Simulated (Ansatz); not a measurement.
# CsSrF3 (Pm-3m): Grüneisen parameters

Aim: how the phonons of CsSrF3 (Pm-3m) shift with volume, and the thermal expansion that follows.

Program: Ansatz 0.2.0. Level of theory: DFT PBEsol, scalar-relativistic, plane waves, PAW; PAW set soft_1. Results are calculated unless marked as measured.

## 1. Starting point

Symmetry: Pm-3m, No. 221, cubic system. The conventional cell has a = 4.737 Å, b = 4.737 Å, c = 4.737 Å, α = 90.00°, β = 90.00°, γ = 90.00°. Nearest to Cs lie 12 F at 3.35 Å. Nearest to Sr lie 6 F at 2.37 Å. Nearest to F lie 2 Sr at 2.37 Å and 4 Cs at 3.35 Å. Farther neighbours and most contacts between anions are not listed.

## 2. Response at finite wavevector

The cell comes from relaxations at this level that are not shown. Stability and thermal properties need the whole zone. Linear response on a 2×2×2 q mesh gives force constants as far as a supercell of that size would, and the tensors from the zone-centre run are typed in so that the long-range dipole term is interpolated apart.

input.yaml

```yaml
crystal:
  lattice:
    - [4.7371927409, 0.0, 0.0]
    - [0.0, 4.7371927409, 0.0]
    - [0.0, 0.0, 4.7371927409]
  atoms:
    - { symbol: Cs, position: [0.0, 0.0, 0.0] }
    - { symbol: Sr, position: [0.5, 0.5, 0.5] }
    - { symbol: F, position: [0.0, 0.5, 0.5] }
    - { symbol: F, position: [0.5, 0.0, 0.5] }
    - { symbol: F, position: [0.5, 0.5, 0.0] }
kpoints:
  mp_grid: { grid: [6, 6, 6] }
hamiltonian:
  xc: pbesol
  pseudopotentials: { kind: paw, azcp: { folder: soft_1 }, xc_functional: pbe }
scf:
  occupations: { method: fixed }
output:
  eigenvalues: true
phonons:
  method: dfpt
  qmesh: [2, 2, 2]
  temperatures: { t_max: 1000, t_step: 50 }
  qpath:
    path:
      - [[0.0, 0.0, 0.0], [0.0, 0.5, 0.0], [0.5, 0.5, 0.0], [0.0, 0.0, 0.0], [0.5, 0.5, 0.5], [0.0, 0.5, 0.0]]
      - [[0.5, 0.5, 0.5], [0.5, 0.5, 0.0]]
    npoints: 10
  non_analytic_term:
    high_frequency_dielectric_tensor: [[2.2877, 0.0, 0.0], [0.0, 2.2877, 0.0], [0.0, 0.0, 2.2877]]
    born_effective_charges:
      - { species: Cs, tensor: [[1.3028, 0.0, 0.0], [0.0, 1.3028, 0.0], [0.0, 0.0, 1.3028]] }
      - { species: Sr, tensor: [[2.4582, 0.0, 0.0], [0.0, 2.4582, 0.0], [0.0, 0.0, 2.4582]] }
      - { species: F, tensor: [[-1.7053, 0.0, 0.0], [0.0, -1.0279, 0.0], [0.0, 0.0, -1.0279]] }
      - { species: F, tensor: [[-1.0279, 0.0, 0.0], [0.0, -1.7053, 0.0], [0.0, 0.0, -1.0279]] }
      - { species: F, tensor: [[-1.0279, 0.0, 0.0], [0.0, -1.0279, 0.0], [0.0, 0.0, -1.7053]] }
    source: "zone-centre run at this cell"
```

Launch:

```
$ ansatz run input.yaml --threads 4 --pin off --max-ram 10240MiB --backend cpu --events-out ev --progress --plain --runs-dir out
```

Numbers of over 12 decimals in the logs are rounded to 6 here.

What it wrote:

```text
Engine: ansatz 0.2.0, aarch64-unknown-linux-gnu
Pseudopotentials: kind: paw
Pseudopotential: Cs, paw, valence charge 9, recommended cutoff 420 eV (normal), soft_1/Cs.paw.azcp
Pseudopotential: Sr, paw, valence charge 10, recommended cutoff 420 eV (normal), soft_1/Sr.paw.azcp
Pseudopotential: F, paw, valence charge 7, recommended cutoff 420 eV (normal), soft_1/F.paw.azcp
Functional definition: PBEsol
  exchange = pbesol_x
  correlation = pbesol_c
Crystal: 5 atoms, lattice volume = 106.307 Å³
Basis set: ecut = 420 eV, 2103 PW (Γ), exchange–correlation on 64×64×64 points (8 copies of the dense FFT grid, shifted against one another)
Bands: 25, of which v1, the nominal top of the filled ones, is band 20 counted from 1 (19 counted from 0)
Symmetry: 48 space group operations
k-points: 20 of 216
Non-local potential: Cs, projectors of the file, l = 0: 3, l = 1: 2, l = 2: 2, l = 3: 2
Non-local potential: Sr, projectors of the file, l = 0: 3, l = 1: 2, l = 2: 2
Non-local potential: F, projectors of the file, l = 0: 2, l = 1: 2, l = 2: 1
PAW form: soft (Blöchl's): semilocal exchange-correlation on the pseudo side does not see the compensation charge
PAW frozen core: Cs, regenerated for the run's functional, and the local potential with it (the file was generated under x = pbe(κ = 0.804, μ = 0.219515), c = pbe(β = 0.066725))
PAW frozen core: Sr, regenerated for the run's functional, and the local potential with it (the file was generated under x = pbe(κ = 0.804, μ = 0.219515), c = pbe(β = 0.066725))
PAW frozen core: F, regenerated for the run's functional, and the local potential with it (the file was generated under x = pbe(κ = 0.804, μ = 0.219515), c = pbe(β = 0.066725))
PAW one-centre angular grid: Cs, 194 points (default); XC on 64 Gauss nodes
PAW one-centre angular grid: Sr, 110 points (default); XC on 64 Gauss nodes
PAW one-centre angular grid: F, 110 points (default); XC on 64 Gauss nodes
Initial density: superposition of atomic densities (chi_scale 0.1, normalization cell, long waves kept (reshape's long-wave potential 0.00 eV rms))
Initial wavefunctions: pseudopotential atomic-orbital guess
Functional: x = pbesol(κ = 0.804, μ = 0.123457), c = pbesol(β = 0.046)
SCF iter   1: F=—  HF=-11494.366687 eV  |F-HF|=—  |Δ(HF+E_count)|=         —  Δρ=1.66e-1  dr2=2.49e1  ethr=3.10e-3  ⟨swp⟩=6.4  Hψ=2619  notcnv=0  defer=36
preconditioner: auto → Resta (q_TF=auto, 2.318 Å⁻¹)  ε∞=3.5  [insulator: Δε(μ)=3.185 eV  Ē_g=13.759 eV  n_scr=26 (ndim 8)  ℏωp=21.6 eV  f_vac=0.001  ε∞_Penn≈3.5]
SCF iter   2: F=—  HF=-11489.096681 eV  |F-HF|=—  |Δ(HF+E_count)|=    5.27e0  Δρ=7.55e-2  dr2=3.51e0  ethr=3.10e-3  ⟨swp⟩=4.2  Hψ=1469  notcnv=0  defer=34
SCF iter   3: F=—  HF=-11488.286969 eV  |F-HF|=—  |Δ(HF+E_count)|=   8.10e-1  Δρ=1.88e-2  dr2=4.92e-1  ethr=3.10e-3  ⟨swp⟩=2.2  Hψ=1021  notcnv=0  defer=27
SCF iter   4: F=—  HF=-11488.188364 eV  |F-HF|=—  |Δ(HF+E_count)|=   9.86e-2  Δρ=6.19e-3  dr2=4.00e-2  ethr=1.23e-3  ⟨swp⟩=2.7  Hψ=1060  notcnv=0  defer=50
SCF iter   5: F=—  HF=-11488.188113 eV  |F-HF|=—  |Δ(HF+E_count)|=   2.51e-4  Δρ=1.42e-3  dr2=1.90e-3  ethr=9.99e-5  ⟨swp⟩=3.0  Hψ=883  notcnv=0  defer=53
SCF iter   6: F=—  HF=-11488.188406 eV  |F-HF|=—  |Δ(HF+E_count)|=   2.94e-4  Δρ=3.38e-4  dr2=1.62e-4  ethr=4.74e-6  ⟨swp⟩=2.9  Hψ=882  notcnv=0  defer=55
SCF iter   7: F=—  HF=-11488.188434 eV  |F-HF|=—  |Δ(HF+E_count)|=   2.73e-5  Δρ=1.02e-4  dr2=1.29e-5  ethr=4.05e-7  ⟨swp⟩=2.0  Hψ=774  notcnv=0  defer=54
SCF iter   8: F=—  HF=-11488.188435 eV  |F-HF|=—  |Δ(HF+E_count)|=   1.52e-6  Δρ=1.40e-5  dr2=1.25e-7  ethr=3.21e-8  ⟨swp⟩=2.1  Hψ=796  notcnv=0  defer=51
SCF iter   9: F=—  HF=-11488.188435 eV  |F-HF|=—  |Δ(HF+E_count)|=   2.44e-7  Δρ=2.74e-6  dr2=7.73e-9  ethr=3.12e-10  ⟨swp⟩=2.0  Hψ=831  notcnv=0  defer=45
SCF iter  10: F=—  HF=-11488.188435 eV  |F-HF|=—  |Δ(HF+E_count)|=  6.15e-10  Δρ=2.39e-7  dr2=6.89e-11  ethr=1.93e-11  ⟨swp⟩=2.1  Hψ=779  notcnv=0  defer=45
SCF iter  11: F=-11488.188435 eV  HF=-11488.188435 eV  |F-HF|=3.64e-12  |Δ(HF+E_count)|=  5.82e-11  Δρ=4.80e-8  dr2=2.38e-12  ethr=1.00e-12  ⟨swp⟩=15.9  Hψ=4090  notcnv=0
SCF 1 converged in 11 iterations: F = -11488.188435 eV  dr2 = 2.38e-12
  greatest PAW one-centre occupation: 0.987 electrons in one spin orbital (limit 2), on the Sr atom at site 1 (counted from 0), in its partial waves of l = 0
NSCF: frozen V_eff on 20 k-points
NSCF: frozen V_eff on 64 k-points
DFPT response loops at q = (0, 0, 0) (fractional): preconditioner auto → none (the input reference at scf.mixing.eps_inf says where Resta's filter doesn't serve); β = 0.50; Broyden in place of MSR1
NSCF: frozen V_eff on 128 k-points
DFPT response loops at q = (0, 0, -0.5) (fractional): preconditioner auto → Resta (q_TF=auto, 2.318 Å⁻¹)  ε∞=3.1 (no band partly filled); β = 1.00, the filter's whole step (`scf.mixing.beta` (0.50) is not read by the response loops at its default; to damp them type it under 1.00, their step now; it binds the ground state too); Broyden in place of MSR1
NSCF: frozen V_eff on 128 k-points
DFPT response loops at q = (0, -0.5, -0.5) (fractional): preconditioner auto → none (the input reference at scf.mixing.eps_inf says where Resta's filter doesn't serve); β = 0.50; Broyden in place of MSR1
NSCF: frozen V_eff on 128 k-points
DFPT response loops at q = (-0.5, -0.5, -0.5) (fractional): mixed as the last ones told, above
SCF converged after 11 iterations
Free energy (F): -11488.188435 eV
Harris-Foulkes:  -11488.188435 eV  (|F-HF|=3.64e-12)
Internal energy: -11488.188435 eV  (E = F + TS)
E sigma→0 (E₀):  -11488.188435 eV
Fermi energy:    2.214855 eV
--- Per-component energies (eV) ---
  E_band       = -227.914677
  E_kinetic    = 972.429551
  E_local      = -2934.817982  (includes V_loc(G=0)·N_el)
  E_nonlocal   = 521.006309
  E_hartree    = 1036.256532
  E_xc         = -582.460463
  E_vxc        = -590.438542  (∫ρ·V_xc dr)
  E_paw        = -8211.009494  (= ΣΔE_a)
  E_vpaw       = -268.609173  (= ΣTr[D̂ρ^β])
  E_aug_tail   = 0.002064  (compensation charges beyond the density's cutoff)
  E_ewald      = -2290.000792
  E_core_change = 0.405840  (= ΣΔE_core)
  E_smearing   = -0.000000  (= −TS)
  E_closure    = 0.000000  (closes the sum)
  Σ components = -11488.188435   (vs F -11488.188435, Δ=0.00e0)
--- Band table (eV; the first three rows and the last of 20) ---
  k-point 0: bands = [... 16 lower, 1.9373, 2.2149, 2.2149, 2.2149, 8.5138, 9.9072, 9.9072, 10.8599, ... 1 higher]
  k-point 1: bands = [... 16 lower, 1.8999, 1.9192, 2.2114, 2.2114, 8.8907, 10.0862, 10.2229, 10.9944, ... 1 higher]
  k-point 2: bands = [... 16 lower, 1.8227, 1.8227, 2.2062, 2.2062, 9.6853, 10.4919, 11.0285, 11.3694, ... 1 higher]
  k-point 19: bands = [... 16 lower, 1.5621, 2.1730, 2.1730, 2.1730, 10.6985, 10.6985, 10.6985, 12.7208, ... 1 higher]
--- Phonons (Γ-DFPT): 4 representative perturbations + reference (Σ response iterations 13) ---
  ASR residual: 4.799e-4 → 0.000e0 eV/Å²; symmetrization residual: 3.825e-6 eV/Å²
  ASR residual per site (eV/Å²): 2.88e-5 4.80e-4 4.37e-4 4.37e-4 4.37e-4
  Γ frequencies (cm⁻¹): 0.00 0.00 0.00 22.11 22.11 22.11 53.32 53.32 53.32 119.75 119.75 119.75 345.62 345.62 345.62
--- Phonons (arbitrary-q DFPT): 4 irreducible q on the 2×2×2 mesh ---
  q = [0.0000, 0.0000, 0.0000] (star 1, of the zone-centre solve; hermiticity 1.03e-6, symmetrization 3.13e-13): 0.00 0.00 0.00 22.11 22.11 22.11 53.32 53.32 53.32 119.75 119.75 119.75 345.62 345.62 345.62
  q = [0.0000, 0.0000, -0.5000] (star 3, 9 solved perturbations in 504 linear systems a pass and spin channel, the states on 64 of 216 k-point pairs; hermiticity 4.81e-7, symmetrization 1.29e-7): 25.83 25.83 38.57 38.57 63.01 74.34 86.63 86.63 106.22 106.22 123.59 237.57 345.24 345.24 400.62
  q = [0.0000, -0.5000, -0.5000] (star 3, 9 solved perturbations in 504 linear systems a pass and spin channel, the states on 64 of 216 k-point pairs; hermiticity 4.46e-7, symmetrization 1.22e-7): -61.90 2.27 2.27 31.93 80.78 89.25 89.25 90.86 90.86 183.64 193.80 193.80 344.71 349.46 424.60
  q = [-0.5000, -0.5000, -0.5000] (star 1, 4 solved perturbations in 184 linear systems a pass and spin channel, the states on 64 of 216 k-point pairs; hermiticity 7.23e-8, symmetrization 1.66e-8): -66.36 -66.36 -66.36 27.15 27.15 27.15 150.74 150.74 150.74 184.83 184.83 184.83 349.27 349.27 439.56
  sum rule: each row above includes the acoustic sum rule's correction from the zone centre's row sums; it moved no ω² by more than (2.50 cm⁻¹)²
  mesh force constants: q→R imaginary residual 7.47e-18; ASR residual 4.799e-4 → 0.000e0 eV/Å²; symmetrization residual 3.997e-15 eV/Å²
  interpolated dispersion: 63 rows × 15 modes
  density of states and harmonic sums: on the 14×14×14 q-mesh, interpolated from the force constants of a 2×2×2 supercell (with the dipole–dipole term of supplied tensors)
  largest difference from the sums on the solved wave vectors: F 1.55e-1 eV, S 1.57e-4 and C_V 1.42e-5 eV/K
  zero-point energy: 0.131231 eV/cell   skipped modes (ω ≤ 0): 144, of them read as no rigid motion or as one in doubt: 141 (1.144e0 modes/cell left out, lowest -66.36 cm⁻¹)   left out of the sums: 7.63e-2 of the cell's modes: C_V's classical limit lies that fraction below 3 k_B per atom; for a crystal, a wire or a layer, F and S can be off by more, and a phonons.interpolated_qmesh denser along its periods is the remedy for the sampling
```

Wall time 91 s (4 threads of Arm Neoverse V1, shared host); peak memory 0.81 GiB.

This step gave:

| Property | Result |
| --- | --- |
| gap on the k-mesh | 6.299 eV |
| volume per atom | 21.26 Å³ |
| sum-rule residual before enforcement | 4.80e-4 eV/Å² |
| lowest frequency on the path | -66.36 cm⁻¹ |
| point group | m-3m |
| highest frequency on the path or at a solved wavevector | 439.6 cm⁻¹ |
| highest optical mode at the zone centre (no LO-TO term) | 345.6 cm⁻¹ |
| lowest optical zone-centre mode | 22.11 cm⁻¹ |
| lowest mode on the q mesh (acoustic modes at Γ apart) | -66.36 cm⁻¹ |

Frequencies (cm⁻¹) solved at each irreducible wavevector; negative means imaginary. Frequencies by wavevector, by row:

```csv
q in reciprocal lattice units,star,mode 1,mode 2,mode 3,mode 4,mode 13,mode 14,mode 15
0 0 0,1,0,0,0,22.1,345.6,345.6,345.6
0 0 -0.5,3,25.8,25.8,38.6,38.6,345.2,345.2,400.6
0 -0.5 -0.5,3,-61.9,2.3,2.3,31.9,344.7,349.5,424.6
-0.5 -0.5 -0.5,1,-66.4,-66.4,-66.4,27.1,349.3,349.3,439.6
```

Symmetry leaves 4 wavevectors to solve. The lowest mode among them, the acoustic zeros apart, lies at q = (-0.5, -0.5, -0.5) and is imaginary, 66.4i cm⁻¹, so the energy falls along it.

## 3. Relaxing at another volume, volume ratio 0.97

The volume is scaled by 0.97 and held; symmetry leaves nothing to relax, so this is a single point. The modes can then be followed against volume.

input.yaml, the sections that differ from step 2:

```yaml
crystal:
  lattice:
    - [4.6893390374, 0.0, 0.0]
    - [0.0, 4.6893390374, 0.0]
    - [0.0, 0.0, 4.6893390374]
  atoms:
    - { symbol: Cs, position: [0.0, 0.0, 0.0] }
    - { symbol: Sr, position: [0.5, 0.5, 0.5] }
    - { symbol: F, position: [0.0, 0.5, 0.5] }
    - { symbol: F, position: [0.5, 0.0, 0.5] }
    - { symbol: F, position: [0.5, 0.5, 0.0] }
output:
  forces: true
  stress: true
  eigenvalues: true
# kpoints, hamiltonian, scf: as in step 2
# phonons: removed
```

What it wrote:

```text
[...]
Crystal: 5 atoms, lattice volume = 103.118 Å³
Basis set: ecut = 420 eV, 2007 PW (Γ), exchange–correlation on 64×64×64 points (8 copies of the dense FFT grid, shifted against one another)
Bands: 25, of which v1, the nominal top of the filled ones, is band 20 counted from 1 (19 counted from 0)
Symmetry: 48 space group operations
[...]
k-points: 20 of 216
[...]
--- Band table (eV; the first three rows and the last of 20) ---
  k-point 0: bands = [... 16 lower, 2.1933, 2.5069, 2.5069, 2.5069, 8.9082, 10.1937, 10.1937, 11.1763]
  k-point 1: bands = [... 16 lower, 2.1492, 2.1674, 2.5049, 2.5049, 9.2949, 10.3791, 10.5279, 11.3146]
  k-point 2: bands = [... 16 lower, 2.0564, 2.0564, 2.5020, 2.5020, 10.0853, 10.7982, 11.4178, 11.7012]
  k-point 19: bands = [... 16 lower, 1.8015, 2.4055, 2.4055, 2.4055, 11.0408, 11.0408, 11.0408, 13.1740]
[key lines of the parts left out:]
SCF converged after 9 iterations
Free energy (F): -11488.174456 eV
Fermi energy:    2.506947 eV
P = ⅓ Tr σ = 1.4379 GPa (14.379 kbar)
```

Run time: 1.2 s. Hardware: 4 threads; peak memory 0.44 GiB.

This step gave:

```
pressure           : 1.438 GPa
gap on the k-mesh  : 6.401 eV
volume per atom    : 20.62 Å³
direct gap on mesh : 6.401 eV
```

At this level the gap is 6.40 eV on the k-mesh of the self-consistent run, which can miss the band edges.

[end of part 1 of 2]

[Logs are printed without paths, hosts, clocks, repeated set-up lines and the standing remarks that a program may print on its own settings, such as how far it seeks lower states.]

[Hosts, paths, dates, database ids (printed as entryN), source tags and the programs' standing remarks are cut or masked in the printed files.]
